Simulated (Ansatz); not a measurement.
## LiCl (Fm-3m): the HSE06 gap against the k mesh of the hybrid

Aim: see how gap, energy and time of LiCl (Fm-3m) follow the k mesh of the hybrid.

Method: DFT, HSE06, plane waves, PAW; PAW set soft_1, in Ansatz 0.2.0.

## 1. Set-up

Symmetry: Fm-3m, No. 225, cubic system. The conventional cell has a = 5.143 Å, b = 5.143 Å, c = 5.143 Å, α = 90.00°, β = 90.00°, γ = 90.00°. Nearest to Li lie 6 Cl at 2.57 Å. Nearest to Cl lie 6 Li at 2.57 Å. Farther neighbours and most contacts between anions are not listed.

Coordinates:

```cif
data_structure
_symmetry_space_group_name_H-M 'P 1'
_symmetry_Int_Tables_number 1
_cell_length_a 3.6367
_cell_length_b 3.6367
_cell_length_c 3.6367
_cell_angle_alpha 60.000
_cell_angle_beta 60.000
_cell_angle_gamma 60.000
_cell_volume 34.01
loop_
_atom_site_label
_atom_site_type_symbol
_atom_site_fract_x
_atom_site_fract_y
_atom_site_fract_z
_atom_site_occupancy
Li1 Li 0.00000 0.00000 0.00000 1
Cl2 Cl 0.50000 0.50000 0.50000 1
```

The cell and positions come from the Crystallography Open Database and are kept as given unless a step says otherwise.

## 2. k mesh of the hybrid: 2×2×2

The input, input.yaml:

```yaml
crystal:
  lattice:
    - [0.0, 2.5715, 2.5715]
    - [2.5715, 0.0, 2.5715]
    - [2.5715, 2.5715, 0.0]
  atoms:
    - { symbol: Li, position: [0.0, 0.0, 0.0] }
    - { symbol: Cl, position: [0.5, 0.5, 0.5] }
kpoints:
  mp_grid: { grid: [2, 2, 2] }
  band_path:
    path:
      - [0.0, 0.0, 0.0]
      - [0.5, 0.0, 0.5]
      - [0.625, 0.25, 0.625]
      - [0.375, 0.375, 0.75]
      - [0.5, 0.5, 0.5]
      - [0.5, 0.25, 0.75]
      - [0.075, 0.075, 0.15]
    npoints: 1
hamiltonian:
  xc: hse06
  pseudopotentials: { kind: paw, azcp: { folder: soft_1 } }
scf:
  occupations: { method: fixed }
  n_extra_bands: 4
output:
  eigenvalues: true
```

Launch:

```bash
> ansatz run input.yaml --threads 24 --pin off --max-ram 82944MiB --backend cuda --events-out ev --progress --plain --runs-dir out --devices 1 --max-vram 78GiB
```

Numbers of over 12 decimals in the logs are rounded to 6 here.

Output:

```text
scf.n_extra_bands = 4 over 5 filled bands (N_el = 10.0): the run solves 9 bands
exact exchange: scf.exx.singularity resolves to wigner_seitz, which cuts the screened interaction at the faces of the exchange supercell's Wigner-Seitz cell, so that each pair interacts once, at the shortest of its separations (the periodic images that this leaves out come, for a point-like exchange hole, to about 0.200 eV on a filled level). The cut falls within the interaction's reach, and what an exchange supercel [...]
GPUs: using 1 of 1 available (devices: 1).
Engine: ansatz 0.2.0, aarch64-unknown-linux-gnu
Pseudopotentials: kind: paw
Pseudopotential: Li, paw, valence charge 3, recommended cutoff 420 eV (normal), soft_1/Li.paw.azcp
Pseudopotential: Cl, paw, valence charge 7, recommended cutoff 420 eV (normal), soft_1/Cl.paw.azcp
Functional definition: HSE06
  parameter a = 0.25
  parameter omega = 0.11/bohr
  exchange = pbe_x - a*pbe_x_sr(omega) + a*exact_x_sr(omega)
  correlation = pbe_c
davidson cushion auto → on  (no smearing: the cushion is to keep the highest requested band from converging to the state above it; pin scf.eigensolver.cushion to override)
device memory: the entry about to start is reckoned to put 0.7 GiB on a device that reports 150.2 GiB free (of which the cap on the GPU budget leaves the run 78.0 GiB)
GPU FFT provider: cuFFT
GPU libraries: cuBLAS 13.8.1, cuFFT 12.4.0, cuSOLVER 12.3.2
GPU matrix products: emulated (plane waves: as basis.precision tells), large ones in fixed point in workspaces of 1.00 GiB
Crystal: 2 atoms, lattice volume = 34.009 Å³
Basis set: ecut = 420 eV, 645 PW (Γ)
Bands: 9, of which v1, the nominal top of the filled ones, is band 5 counted from 1 (4 counted from 0)
Symmetry: 48 space group operations
Space group: Fm-3m (ITA 225), of the structure as read, at distance tolerance 3.2e-5 Å
k-points: 3 of 8
Non-local potential: Li, projectors of the file, l = 0: 3, l = 1: 2, l = 2: 1
Non-local potential: Cl, projectors of the file, l = 0: 2, l = 1: 2, l = 2: 1
PAW form: soft (Blöchl's): semilocal exchange-correlation on the pseudo side does not see the compensation charge
PAW frozen core: Cl, regenerated for the run's functional, and the local potential with it (the file was generated under x = pbe(κ = 0.804, μ = 0.219515), c = pbe(β = 0.066725))
PAW one-centre angular grid: Li, 110 points (default); XC on 160 Gauss nodes
PAW one-centre angular grid: Cl, 110 points (default); XC on 64 Gauss nodes
Initial density: superposition of atomic densities (chi_scale 0.1, normalization cell, long waves kept (reshape's long-wave potential 0.00 eV rms))
Initial wavefunctions: pseudopotential atomic-orbital guess
GPU buffer pool allocated for 15625 grid points (all kernels)
GPU transforms: local potential and band sums: pruned to the plane-wave sphere, on 25×25×25
Functional: x = pbe(κ = 0.804, μ = 0.219515), c = pbe(β = 0.066725), warm-up for x = pbe(κ = 0.804, μ = 0.219515) + 0.25 (exact − pbe) at short range (hse, ω = 0.207870 Å⁻¹), c = pbe(β = 0.066725); HSE06 as pw.x's `hse` composes it (authors' and Libxc's form: `xc: wpbeh`)
SCF iter   1: F=—  HF=-1287.237759 eV  |F-HF|=—  |Δ(HF+E_count)|=         —  Δρ=2.90e-2  dr2=2.02e-1  ethr=1.00e-1  ⟨swp⟩=5.0  Hψ=96  notcnv=0
preconditioner: auto → none  [insulator: Δε(μ)=5.848 eV  Ē_g=14.469 eV  n_scr=8 (ndim 8)  ℏωp=18.0 eV  f_vac=0.000]
SCF iter   2: F=—  HF=-1287.286564 eV  |F-HF|=—  |Δ(HF+E_count)|=   4.88e-2  Δρ=1.43e-2  dr2=4.61e-2  ethr=2.02e-3  ⟨swp⟩=6.0  Hψ=86  notcnv=0
iter 3 solved again at ethr=1.58e-5 eV; its pass at ethr=4.61e-4 eV (dr2=1.58e-3 eV) is discarded
SCF iter   3: F=-1287.304130 eV  HF=-1287.304915 eV  |F-HF|=7.85e-4  |Δ(HF+E_count)|=   1.84e-2  Δρ=1.64e-3  dr2=1.52e-3  ethr=1.58e-5  ⟨swp⟩=4.0  Hψ=156  notcnv=0  defer=1
SCF 1 stopped early in 3 iterations: F = -1287.304130 eV  dr2 = 1.52e-3
[...]
Frozen-core exchange: fock
SCF iter   1: F=—  HF=-1288.184964 eV  |F-HF|=—  |Δ(HF+E_count)|=         —  Δρ=3.40e-3  dr2=4.08e-3  ethr=1.52e-4  ⟨swp⟩=4.0  Hψ=103  notcnv=0
preconditioner: auto → none  [insulator: Δε(μ)=7.711 eV  Ē_g=16.029 eV  n_scr=8 (ndim 8)  ℏωp=18.0 eV  f_vac=0.000]
SCF iter   2: F=—  HF=-1288.184423 eV  |F-HF|=—  |Δ(HF+E_count)|=   5.40e-4  Δρ=1.39e-3  dr2=5.46e-4  ethr=3.71e-5  ⟨swp⟩=2.0  Hψ=66  notcnv=0
SCF iter   3: F=—  HF=-1288.185228 eV  |F-HF|=—  |Δ(HF+E_count)|=   8.05e-4  Δρ=4.86e-4  dr2=5.55e-5  ethr=4.81e-6  ⟨swp⟩=3.0  Hψ=82  notcnv=0
SCF iter   4: F=—  HF=-1288.185224 eV  |F-HF|=—  |Δ(HF+E_count)|=   4.17e-6  Δρ=1.09e-4  dr2=4.74e-6  ethr=5.27e-7  ⟨swp⟩=3.0  Hψ=71  notcnv=0
SCF iter   5: F=-1288.185225 eV  HF=-1288.185224 eV  |F-HF|=3.24e-8  |Δ(HF+E_count)|=   3.68e-7  Δρ=1.35e-5  dr2=3.24e-7  ethr=4.45e-8  ⟨swp⟩=2.7  Hψ=74  notcnv=0
SCF 2 stopped early in 5 iterations: F = -1288.185225 eV  dr2 = 3.24e-7
hybrid outer 1: dexx = +1.073e-3 eV, tail = 3.01e-6 eV
GPU FFT provider: cuFFT
GPU libraries: cuBLAS 13.8.1, cuFFT 12.4.0, cuSOLVER 12.3.2
GPU matrix products: emulated (plane waves: as basis.precision tells), large ones in fixed point in workspaces of 1.00 GiB
GPU buffer pool allocated for 15625 grid points (all kernels)
GPU transforms: local potential and band sums: pruned to the plane-wave sphere, on 25×25×25
Exchange kernel: α = 0.2500, screened, ω = 0.2079 Å⁻¹, Wigner–Seitz truncation, v(0) = 649.9407 eV·Å³, q-mesh 2×2×2, nearest image of the exchange supercell L = 7.27 Å, pair-density grid 15×15×15, without the augmentation charges, whose exchange is taken in its separable form by FFT convolution over the k-point mesh (sized by the pseudopotential files, 20×20×20 at the most), smooth part of the exact exchange by density-matrix convolution in up to 83.6 MiB of GPU memory as planned if the GPU has room (build and FFT work areas not counted)
Frozen-core exchange: fock
SCF iter   1: F=—  HF=-1288.185241 eV  |F-HF|=—  |Δ(HF+E_count)|=         —  Δρ=2.14e-5  dr2=1.02e-7  ethr=1.50e-7  ⟨swp⟩=2.0  Hψ=66  notcnv=0
preconditioner: auto → none  [insulator: Δε(μ)=7.711 eV  Ē_g=16.014 eV  n_scr=8 (ndim 8)  ℏωp=18.0 eV  f_vac=0.000]
iter 2 solved again at ethr=5.52e-12 eV; its pass at ethr=9.37e-10 eV (dr2=5.52e-10 eV) is discarded
SCF iter   2: F=-1288.185241 eV  HF=-1288.185241 eV  |F-HF|=2.40e-9  |Δ(HF+E_count)|=   3.92e-8  Δρ=2.23e-6  dr2=1.76e-9  ethr=5.52e-12  ⟨swp⟩=3.0  Hψ=172  notcnv=0
SCF 3 converged in 2 iterations: F = -1288.185241 eV  dr2 = 1.76e-9
hybrid outer 2: dexx = +2.733e-8 eV, tail = 4.95e-9 eV, Δε = 5.95e-4 eV (about 2.82e-5 eV left of the loop's levels)
device memory: the entry about to start is reckoned to put 0.3 GiB on a device that reports 150.2 GiB free (of which the cap on the GPU budget leaves the run 78.0 GiB)
NSCF: frozen V_eff on 7 k-points
hybrid SCF converged: 2 outer / 7 inner (+3 warm-up), last move |dexx| = 2.73e-8 eV, tail = 4.95e-9 eV
Stability not checked: this state was not tested for a lower state beside it, because the functional holds exact exchange (a hybrid, or Hartree-Fock), whose exchange loop this test does not read (fock_operator; see scf.lower_state_search)
Free energy (F): -1288.185241 eV
Frozen-core exchange: fock
Harris-Foulkes:  -1288.185241 eV  (|F-HF|=2.40e-9)
Internal energy: -1288.185241 eV  (E = F + TS)
E sigma→0 (E₀):  -1288.185241 eV
Fermi energy:    0.829258 eV
--- Per-component energies (eV) ---
  E_band       = -120.202940
  E_kinetic    = 172.117468
  E_local      = -331.512677  (includes V_loc(G=0)·N_el)
  E_nonlocal   = 11.364321
  E_hartree    = 98.424738
  E_xc         = -94.822063
  E_vxc        = -103.932674  (∫ρ·V_xc dr)
  E_exx        = -27.004698  (= α·E_x^exact, valence–valence)
  E_paw        = -680.297311  (= ΣΔE_a)
  E_vpaw       = -11.080054  (= ΣTr[D̂ρ^β])
  E_aug_tail   = 0.000362  (compensation charges beyond the density's cutoff)
  E_ewald      = -436.344230
  E_core_change = -0.111150  (= ΣΔE_core)
  E_smearing   = -0.000000  (= −TS)
  E_closure    = -0.000000  (closes the sum)
  Σ components = -1288.185241   (vs F -1288.185241, Δ=0.00e0)
--- Band table (eV) ---
  k-point 0: bands = ["-45.7716", "-13.7057", "0.8293", "0.8293", "0.8293", "8.5401", "14.1524", "14.1524", "14.1524"]
  k-point 1: bands = ["-45.7688", "-13.0920", "-2.1304", "0.5588", "0.5588", "8.9342", "11.7018", "11.7018", "15.4387"]
  k-point 2: bands = ["-45.7672", "-12.8297", "-2.1912", "-0.3273", "-0.3273", "10.0093", "10.4247", "14.9009", "16.5558"]
```

It took 1.8 s on 1 × NVIDIA GB200 (shared by 2 runs) with 24 threads of Arm Neoverse V2, shared host; peak memory 1.1 GiB.

Numbers from this step:

- gap: 7.708 eV
- valence top at: k = (0.075, 0.075, 0.150)
- conduction bottom at: Γ
- least direct gap: 7.711 eV
- exact-exchange fraction: 0.25

The gap is indirect, with the least direct gap 0.003 eV higher.

## 3. k mesh of the hybrid: 4×4×4

input.yaml, as its differences from that of step 2:

```diff
@@ -9,3 +9,3 @@
 kpoints:
-  mp_grid: { grid: [2, 2, 2] }
+  mp_grid: { grid: [4, 4, 4] }
   band_path:
```

Output:

```text
[...]
GPUs: using 1 of 1 available (devices: 1).
[...]
GPU FFT provider: cuFFT
GPU libraries: cuBLAS 13.8.1, cuFFT 12.4.0, cuSOLVER 12.3.2
[...]
Crystal: 2 atoms, lattice volume = 34.009 Å³
Basis set: ecut = 420 eV, 645 PW (Γ)
Bands: 9, of which v1, the nominal top of the filled ones, is band 5 counted from 1 (4 counted from 0)
Symmetry: 48 space group operations
[...]
k-points: 8 of 64
[...]
SCF 3 converged in 2 iterations: F = -1288.684235 eV  dr2 = 3.86e-9
[...]
NSCF: frozen V_eff on 7 k-points
[...]
Free energy (F): -1288.684235 eV
Frozen-core exchange: fock
[...]
Internal energy: -1288.684235 eV  (E = F + TS)
E sigma→0 (E₀):  -1288.684235 eV
Fermi energy:    0.662602 eV
[...]
--- Band table (eV; the first three rows and the last of 8) ---
[...]
```

It took 2 s on 1 × NVIDIA GB200 (shared by 2 runs) with 24 threads; peak memory 1.1 GiB.

Numbers from this step:

| Quantity | Value |
| --- | --- |
| gap | 7.677 eV |
| valence top at | k = (0.075, 0.075, 0.150) |
| conduction bottom at | Γ |
| least direct gap | 7.680 eV |

The gap is 7.677 eV, −0.030 eV from the run before at this level.

## 4. The series

Differences are against the last row; a negative gap means that bands overlap, and a run with a band path holds that path's time. Times are wall times on 1 × NVIDIA GB200 (shared by 2 runs) with 24 threads of Arm Neoverse V2, shared host, good to a factor of about two.

```
k mesh of the hybrid  gap (eV)  direct gap (eV)  gap error (eV)  energy error (meV/atom)  irreducible k   time
               2×2×2     7.708            7.711          +0.030                   +249.5              3  1.8 s
               4×4×4     7.677            7.680          +0.000                     +0.0              8    2 s
```

## 5. Summary of results

* 2×2×2: 7.708 eV
* 4×4×4: 7.677 eV

What this shows: The gap holds to 0.02 eV from 4×4×4 on, the last run itself, so the series does not show convergence. At 2×2×2 the gap is off by +0.030 eV and the energy by +249 meV/atom. The gap is read over the mesh and added points near the edges, so meshes differ mainly through the density and, for a hybrid, the exchange operator.

[Paths, hosts, dates, memory and timing lines, banners, echoed tables and standing remarks are left out of the program output.]

[Logs are printed without paths, hosts, clocks, repeated set-up lines and the standing remarks that a program may print on its own settings, such as how far it seeks lower states.]

[Runs of the session that timed out or met a known fault of the program may be left out.]

[Cells called generated may have been cut or substituted from an entry of the Crystallography Open Database or the Materials Project.]

[Hosts, paths, dates, database ids (printed as entryN), source tags and the programs' standing remarks are cut or masked in the printed files.]
